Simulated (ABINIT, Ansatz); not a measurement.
# A GW run on Te (P3_121) in ABINIT, with inputs changed, part 2 of 2

Aim: change inputs of a GW run on Te (P3_121) and see what moves.

ABINIT 10.8.3; PBE and many-body steps on it, plane waves. Known limits of the many-body steps: not at the basis limit; model gap, bands may invert with spin-orbit coupling; screening runs away on this mesh; no spin-orbit coupling; coarse k mesh.

So far. Step 3 (Base): The gap on the mesh goes from 0.18 eV to 0.46 eV, a correction of +0.27 eV. Step 4 (Broadening of the poles): Against G0W0 in ABINIT (3×3×2 mesh, 303 bands, screening to 176.9 eV, Godby-Needs plasmon pole), the gap moves by +0.000 eV.

### Step 5. Contour deformation on a plasmon-pole file

Level of this step: G0W0 on PBE, plane waves, norm-conserving pseudopotentials (ABINIT).

Input file run.abi:

```
acell 3*1.0 Angstrom
rprim 
  4.457199999972 0.000000000006 0.000000000000
  -2.228599999992 3.860048429721 0.000000000000
  0.000000000000 0.000000000000 5.929000000000
ntypat 1
znucl 52
natom 3
typat 1 1 1
xred 
  0.263300000000 0.000000000000 0.333333333333
  0.000000000000 0.263300000000 0.666666666667
  0.736700000000 0.736700000000 -0.000000000000
pp_dirpath "pseudos"
pseudos "Te.upf"
ecut 39
ngkpt 3 3 2
nshiftk 1
shiftk 0 0 0
kptopt 1
chksymbreak 0
istwfk *1
occopt 1
irdwfk 1
optdriver 4
nband 303
gwcalctyp 2
ecutsigx 39
symsigma 1
nkptgw 2
kptgw 
  0.3333333333 0.3333333333 0.5000000000
  0.0000000000 0.0000000000 0.0000000000
bdgw 
  35 39
  34 38
ecuteps 6.5
irdscr 1
indata_prefix "in"
outdata_prefix "out"
tmpdata_prefix "tmp"
```

Command:

```console
OMP_NUM_THREADS=1 mpirun -n 16 abinit run.abi > log
```

Output:

```text
.Version 10.8.3 of ABINIT. v10.8.2 released Aug 2026.

 Symmetries : space group P3_1 2 1 (#152); Bravais hP (primitive hexag.)
================================================================================
 Values of the parameters that define the memory need of the present run
     intxc =       0    ionmov =       0      iscf =       7    lmnmax =       8
     lnmax =       8     mgfft =      64  mpssoang =       4    mqgrid =    3150
     natom =       3  nloc_mem =       1    nspden =       1   nspinor =       1
    nsppol =       1      nsym =       6    n1xccc =    2501    ntypat =       1
    occopt =       1   xclevel =       2
-    mband =         303        mffmem =           1         mkmem =           1
       mpw =        8029          nfft =      147456          nkpt =           6
================================================================================
  Rough estimation (10% accuracy) of disk space for files :
================================================================================

--------------------------------------------------------------------------------
------------- Echo of variables that govern the present computation ------------
--------------------------------------------------------------------------------
 -outvars: echo values of preprocessed input variables --------
            acell      1.8897261259E+00  1.8897261259E+00  1.8897261259E+00 Bohr

             bdgw          35      39      34      38
      chksymbreak           0
             ecut      3.90000000E+01 Hartree
          ecuteps      6.50000000E+00 Hartree
         ecutsigx      3.90000000E+01 Hartree
          ecutwfn      3.90000000E+01 Hartree
-          fftalg         312
        gwcalctyp           2
           irdscr           1
[...]
cutoff_energies: {ecut:  39.0, pawecutdg:  -1.0, }
electrons: {nelect:   7.20000000E+01, charge:   0.00000000E+00, occopt:   1.00000000E+00, tsmear:   1.00000000E-02, }

 SIGMA: Calculation of the GW corrections

 Based on a program developped by R.W. Godby, V. Olevano, G. Onida, and L. Reining.
 Incorporated in ABINIT by V. Olevano, G.-M. Rignanese, and M. Torrent.
.Using double precision arithmetic ; gwpc =  8

 Real(R)+Recip(G) space primitive vectors, cartesian coordinates (Bohr,Bohr^-1):
 R(1)=  8.4228873  0.0000000  0.0000000  G(1)=  0.1187241  0.0685454  0.0000000
 R(2)= -4.2114436  7.2944344  0.0000000  G(2)=  0.0000000  0.1370908  0.0000000
 R(3)=  0.0000000  0.0000000 11.2041862  G(3)=  0.0000000  0.0000000  0.0892524
 Unit cell volume ucvol=  6.8838742E+02 bohr^3
 Angles (23,13,12)=  9.00000000E+01  9.00000000E+01  1.20000000E+02 degrees

--- Pseudopotential description ------------------------------------------------
- Te Generated using ONCVPSP code by D. R. Hamann
- 52.00000  24.00000  220131                  znucl, zion, pspdat
12 -101130 3 -1 1294                          pspcod,pspxc,lmax,lloc,mmax
     nproj     2     2     2     2
  pspatm : epsatm=   28.89495404
         --- l  ekb(1:nproj) -->
[...]
2   -3.247931   -0.911641
             3  -10.500497   -3.450012
 pspatm: atomic psp has been read  and splines computed

   6.24131007E+03                                ecore*ucvol(ha*bohr**3)
--------------------------------------------------------------------------------

 ==== K-mesh for the wavefunctions ====
 Number of points in the irreducible wedge :     6
 Reduced coordinates and weights :

     1)     0.00000000E+00  0.00000000E+00  0.00000000E+00       0.05556

--- from the log ---
-----------------------------------
--------------------------------------------------------------------------

prterun has exited due to process rank 6 with PID 0 on node (host) calling
"abort". This may have caused other processes in the application to be
terminated by signals sent by prterun (as reported here).
--------------------------------------------------------------------------
```

Run time: 3.8 s. Hardware: 16 MPI ranks of Arm Neoverse V2, shared host; peak memory 2 GiB.

The run stopped with an error after 3.8 s.

The fault put into this input: contour deformation on a plasmon-pole file.

### Step 6. The runs together

Times are wall times on 16 MPI ranks of Arm Neoverse V2, shared host, good to a factor of about two. A run's time includes the screening step that it read.

| run | mesh | bands | screening cutoff (eV) | DFT gap (eV) | gap on the mesh (eV) | direct (eV) | ε∞ used | time |
| --- | --- | --- | --- | --- | --- | --- | --- | --- |
| base | 3×3×2 | 303 | 176.9 | 0.182 | 0.455 | 0.455 | 1407.23 | 100 s |
| broadening of the poles | 3×3×2 | 303 | 176.9 | 0.182 | 0.455 | 0.455 | 1407.23 | 100 s |

### Step 7. What came out

```yaml
base: 0.455 eV
broadening_of_the_poles: 0.455 eV
known_limits: not at the basis limit; model gap, bands may invert with spin-orbit coupling; screening runs away on this mesh; no spin-orbit coupling; coarse k mesh
```

In words: Broadening of the poles: no change against base (keys changed: zcut). Bands and cutoff are finite, so the gap is not at the basis limit. The miss can reach some tenths of an eV and take either sign; the mesh is an error of its own. In the G0W0 runs levels were corrected at 2 k points alone, so a gap called «on the mesh» is the least over those, and an edge elsewhere would be missed. The 3×3×2 mesh is coarse for this cell, which bears on the long-range parts of exchange and screening. With atoms this heavy and so narrow a gap, spin-orbit coupling can invert the bands. These scalar-relativistic gaps are then model values, not to be set against experiment, and a spin-orbit change taken from DFT can't simply be added. On this mesh the RPA ε∞ passes 90, more than nearly any semiconductor shows; a coarse mesh does this where one point with a narrow direct gap carries much weight. The screening is then too strong, and the G0W0 gap should not be taken as the material's.

[Paths, hosts, dates, memory and timing lines, banners, echoed tables and standing remarks are left out of the program output.]

[Logs are printed without paths, hosts, clocks, repeated set-up lines and the standing remarks that a program may print on its own settings, such as how far it seeks lower states.]

[Runs of the session that timed out or met a known fault of the program may be left out.]

[Hosts, paths, dates, database ids (printed as entryN), source tags and the programs' standing remarks are cut or masked in the printed files.]

[G0W0 gaps are taken among the corrected bands and points alone; a level outside them can change the order at an edge.]

[Where Ansatz stands beside ABINIT at settings called matched, ABINIT's density can come from a denser mesh and the files from another edition; pairs whose starting gaps differed by over 0.03 eV were left out, so agreement reads better than it is.]
